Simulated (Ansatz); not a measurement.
# Work function of Cu(110): what the settings cost and change, part 2 of 2

Aim: the work function of Cu(110) across levels of theory at one geometry.

Ansatz 0.2.0; plane-wave DFT, PBE, Ansatz PAW (the session's first sound run).

So far, work function, upper face (eV): step 2 (slab, setting PBE, Ansatz PAW (420 eV)) 4.32; step 5 (RPBE) 4.14; step 6 (r2SCAN) 4.30; step 7 (PBE JTH) 4.32; step 8 (PBE norm-conserving) 4.32.

### 9. Run

This step: plane-wave DFT, LDA, norm-conserving (Ansatz 0.2.0).

Input file input.yaml:

```yaml
crystal:
  lattice:
    - [3.61, 0.0, 0.0]
    - [0.0, 2.5526554801, 0.0]
    - [0.0, 0.0, 25.6579664403]
  atoms:
    - { symbol: Cu, position: [0.0, 0.0, 0.3507682505] }
    - { symbol: Cu, position: [0.5, 0.5, 0.400512167] }
    - { symbol: Cu, position: [0.0, 0.0, 0.4502560835] }
    - { symbol: Cu, position: [0.5, 0.5, 0.5] }
    - { symbol: Cu, position: [0.0, 0.0, 0.5497439165] }
    - { symbol: Cu, position: [0.5, 0.5, 0.599487833] }
    - { symbol: Cu, position: [0.0, 0.0, 0.6492317495] }
kpoints:
  mp_grid: { grid: [11, 16, 1] }
hamiltonian:
  xc: lda
  pseudopotentials: { kind: nc }
scf:
  occupations: { method: fermi_dirac, width: 0.1 }
  convergence: { dr2_threshold: 1.0e-09 }
efield:
  axis: 3
  dipole_correction: true
  ramp_position: 0.97
  ramp_width: 0.06
output:
  write_potential: true
  write_density: true
  volumetric_format: npy
```

Launch:

```
ansatz run input.yaml --threads 2 --pin off --max-ram 3072MiB --backend cpu --events-out ev --progress --plain --runs-dir out
```

Numbers of over 12 decimals in the logs are rounded to 6 here.

The log of the run:

```text
[...]
Crystal: 7 atoms, lattice volume = 236.440 Å³
Basis set: ecut = 1251.723767 eV, 23835 PW (Γ)
Bands: 80, of which v1, the nominal top of the filled ones, is band 67 counted from 1 (66 counted from 0)
Symmetry: 4 space group operations
k-points: 54 of 176
[...]
k-point 0: bands = [... 63 lower, 1.4054, 1.5165, 1.5505, 1.8533, 3.2355, 5.1112, 5.2539, 6.9372, ... 9 higher]
  k-point 1: bands = [... 63 lower, 1.3727, 1.4806, 1.5313, 1.8953, 3.3177, 5.3177, 5.3468, 7.0824, ... 9 higher]
  k-point 2: bands = [... 63 lower, 1.3708, 1.4134, 1.5369, 2.0125, 3.5578, 5.6173, 5.8779, 7.4129, ... 9 higher]
  k-point 53: bands = [... 63 lower, 2.7725, 2.8940, 4.4224, 4.6560, 6.3587, 6.7319, 6.8584, 6.8923, ... 9 higher]
[key lines of the parts left out:]
SCF converged after 12 iterations
Free energy (F): -36085.983481 eV
Fermi energy:    2.904055 eV
Dipole field:    D = -0.000017 V/Å  (p = -0.000022 e·Å, saw-weighted, corrected)
Work function:   Φ+ = 4.6913 eV   Φ− = 4.6909 eV
```

Run time: 2.9 min. Hardware: 2 threads of Intel Xeon 6975P-C (Granite Rapids), shared host; peak memory 2.9 GiB; 5.7 min of CPU time.

The work function is 4.691 eV, +0.374 eV from the run “PBE, Ansatz PAW (420 eV)”, at 4.2 times its CPU time.

### 10. Slab, setting PBE, all layers relaxed

This step: plane-wave DFT, PBE, Ansatz PAW (Ansatz 0.2.0).

Edit input.yaml of step 9 so:

```diff
@@ -16,4 +16,3 @@
 hamiltonian:
-  xc: lda
-  pseudopotentials: { kind: nc }
+  xc: pbe
 scf:
@@ -26,2 +25,5 @@
   ramp_width: 0.06
+relax:
+  f_tol: 0.01
+  max_steps: 40
 output:
```

The log of the run:

```text
[...]
Crystal: 7 atoms, lattice volume = 236.440 Å³
Basis set: ecut = 420 eV, 4649 PW (Γ), exchange–correlation on 50×36×360 points (8 copies of the dense FFT grid, shifted against one another)
Bands: 80, of which v1, the nominal top of the filled ones, is band 67 counted from 1 (66 counted from 0)
Symmetry: 4 space group operations
k-points: 54 of 176
[...]
atoms:
    - { symbol: Cu, position: [0.0, 0.0, 0.353066] }
    - { symbol: Cu, position: [0.5, 0.5, 0.398515] }
    - { symbol: Cu, position: [0.0, 0.0, 0.450333] }
    - { symbol: Cu, position: [0.5, 0.5, 0.500000] }
    - { symbol: Cu, position: [0.0, 0.0, 0.549667] }
    - { symbol: Cu, position: [0.5, 0.5, 0.601485] }
    - { symbol: Cu, position: [0.0, 0.0, 0.646934] }
[key lines of the parts left out:]
SCF converged after 12 iterations
Free energy (F): -46374.454544 eV
Fermi energy:    3.063443 eV
Dipole field:    D = 0.000000 V/Å  (p = 0.000000 e·Å, saw-weighted, corrected)
Work function:   Φ+ = 4.3462 eV   Φ− = 4.3462 eV
```

Elapsed: 2.3 min, on 2 threads; peak memory 1 GiB; 4.3 min of CPU time.

The relaxation took 3 steps and lowered the energy by 0.039 eV; the largest force on the free atoms ends at 0.0069 eV/Å.

The work function is 4.346 eV, +0.029 eV from the run “PBE, Ansatz PAW (420 eV)”, at 3.2 times its CPU time.

### 11. The series together

Times are for 2 threads of Intel Xeon 6975P-C (Granite Rapids), shared host. The runs compared:

```csv
no.,setting,"work function, upper face (eV)",time,memory (GiB)
1,"PBE, Ansatz PAW (420 eV)",4.317,42 s,1.2
2,"LDA, Ansatz PAW (420 eV)",4.676,52 s,1.2
3,"PBEsol, Ansatz PAW (420 eV)",4.421,93 s,1.2
4,"RPBE, Ansatz PAW (420 eV)",4.139,78 s,1.2
5,"r2SCAN, Ansatz PAW (500 eV)",4.298,2.4 min,1.8
6,"PBE, JTH PAW (1350 eV)",4.318,6.3 min,2.8
7,"PBE, norm-conserving (1252 eV)",4.317,3.2 min,2.8
8,"LDA, norm-conserving (1252 eV)",4.691,2.9 min,2.9
9,"PBE, all layers relaxed",4.346,2.3 min,1
```

### 12. A changed input

An input spoilt on purpose, to show how the run answers: it repeats the earlier run “PBE, Ansatz PAW (420 eV)” with efield.amplitude to 3.0, and scf.max_iter set to 50; its output block differs too.

Edit input.yaml of step 10 so:

```diff
@@ -20,2 +20,3 @@
   convergence: { dr2_threshold: 1.0e-09 }
+  max_iter: 50
 efield:
@@ -25,5 +26,3 @@
   ramp_width: 0.06
-relax:
-  f_tol: 0.01
-  max_steps: 40
+  amplitude: 3.0
 output:
```

The log of the run:

```text
[...]
Crystal: 7 atoms, lattice volume = 236.440 Å³
Basis set: ecut = 420 eV, 4649 PW (Γ)
Bands: 80, of which v1, the nominal top of the filled ones, is band 67 counted from 1 (66 counted from 0)
Symmetry: 4 space group operations
k-points: 54 of 176
[...]
SCF iter   1: F=—  HF=-46382.962121 eV  |F-HF|=—  |Δ(HF+E_count)|=         —  Δρ=1.44e-1  dr2=6.52e1  ethr=3.10e-3  p=1.819 e·Å  D=1.39e0 V/Å  ΔV_dip=-35.72 eV  dr2_dipole=1.35e1  V_vac-E_F(+/−)=23.58/2.29 eV  ⟨swp⟩=15.2  Hψ=27582  notcnv=0  defer=110
[...]
SCF iter  20: F=-46376.850768 eV  HF=-46376.850768 eV  |F-HF|=2.70e-9  |Δ(HF+E_count)|=   1.88e-8  Δρ=5.14e-7  dr2=8.83e-10  ethr=1.00e-12  p=1.653 e·Å  D=1.27e0 V/Å  ΔV_dip=-32.46 eV  dr2_dipole=2.70e-12  V_vac-E_F(+/−)=23.44/-0.39 eV  ⟨swp⟩=16.7  Hψ=24048  notcnv=0
WARN: efield: at this solve's end the planar-averaged density reaches 2.12e-3 e/Å³ inside the ramp window [0.9310, 0.2139] (bound 1e-5 e/Å³); the window's nearer edge stands 3.51 Å from this solve's nearest atom along the axis. Its free energy, forces, stress, dipole, levels and responses can be off, and this figure does not tell by how much. The cell may have no vacuum along `efield.axis`. A short vacuum, a low `basis.ecutwfc` or `basis.ecutrho_ratio` and negative occupations (`scf.occupations.method`) can put density there. See the manual's quickstart, § The vacuum guard
SCF 1 converged in 20 iterations: F = -46376.850768 eV  dr2 = 8.83e-10
[...]
SCF converged after 20 iterations
Free energy (F): -46376.850768 eV
[...]
Internal energy: -46376.769457 eV  (E = F + TS)
E sigma→0 (E₀):  -46376.810113 eV
Entropy (-TS):   -0.081312 eV (-11.616 meV/atom)
Fermi energy:    2.313834 eV
Dipole field:    D = 1.265075 V/Å  (p = 1.653013 e·Å, saw-weighted, corrected)
Work function:   not extracted (applied field tilts the vacuum); planar V_es + V_field profile in the machine report
[...]
Vacuum region:   at the solve's end the planar-averaged density reaches 2.12e-3 e/Å³ inside the ramp window [0.9310, 0.2139] (bound 1e-5 e/Å³)
[...]
--- Band table (eV; the first three rows and the last of 54) ---
  k-point 0: bands = [... 63 lower, 0.8231, 0.9026, 0.9709, 1.2229, 2.3613, 3.5503, 4.5671, 5.3529, ... 9 higher]
  k-point 1: bands = [... 63 lower, 0.7944, 0.8781, 0.9456, 1.2626, 2.4344, 3.6349, 4.7709, 5.4493, ... 9 higher]
  k-point 2: bands = [... 63 lower, 0.7653, 0.8165, 0.9411, 1.3807, 2.6554, 3.8843, 5.3259, 5.7290, ... 9 higher]
  k-point 53: bands = [... 63 lower, 2.1977, 2.3141, 3.8569, 4.0847, 5.8065, 6.1717, 6.3176, 6.3546, ... 9 higher]
```

Wall time 1.8 min (2 threads); peak memory 1.2 GiB.

In so strong a field the program warns of density in the ramp of the sawtooth; these numbers are not the system's.

### 13. Summary of results

| Item | Value |
| --- | --- |
| work function, PBE, Ansatz PAW (420 eV) | 4.317 eV |
| work function, LDA, Ansatz PAW (420 eV) | 4.676 eV |
| work function, RPBE, Ansatz PAW (420 eV) | 4.139 eV |
| work function, r2SCAN, Ansatz PAW (500 eV) | 4.298 eV |
| work function, LDA, norm-conserving (1252 eV) | 4.691 eV |
| work function, PBE, all layers relaxed | 4.346 eV |

**Reading.** PBE on the default files gives 4.32 eV, and the settings tried spread the value from 4.14 to 4.69 eV. At one geometry LDA lies 0.36 eV above PBE. The choice of pseudopotentials moves the PBE value by 0.001 eV. Relaxing the layers changes it by +0.029 eV. The ladder's slabs use the tabulated experimental lattice constant (two decimals; a low-temperature value for the alkali metals).

Calculation against experiment:

```
                                               quantity  measured  PBE, Ansatz PAW (420 eV)  LDA, Ansatz PAW (420 eV)  PBEsol, Ansatz PAW (420 eV)  RPBE, Ansatz PAW (420 eV)  r2SCAN, Ansatz PAW (500 eV)  LDA, norm-conserving (1252 eV)  PBE, all layers relaxed
work function (clean (110) face, a compiled value) (eV)      4.56           4.32 (-0.24 eV)           4.68 (+0.12 eV)              4.42 (-0.14 eV)            4.14 (-0.42 eV)              4.30 (-0.26 eV)                 4.69 (+0.13 eV)          4.35 (-0.21 eV)
```

Measured values from arxiv:1902.07811 (2019).

Verdict: For the work function, of the levels listed nearest comes LDA, Ansatz PAW (420 eV) (+0.12 eV, good agreement) and farthest RPBE, Ansatz PAW (420 eV) (-0.42 eV, a clear miss). The grades are ours: good and fair within 3 and 7 % for the work function.

[Logs are printed without paths, hosts, clocks, repeated set-up lines and the standing remarks that a program may print on its own settings, such as how far it seeks lower states.]

[Hosts, paths, dates, database ids (printed as entryN), source tags and the programs' standing remarks are cut or masked in the printed files.]

[Maps of the electrostatic potential energy from Ansatz leave out the sawtooth potential of an applied field or a dipole correction, so their vacuum need not be flat; planar profiles and work functions include it.]
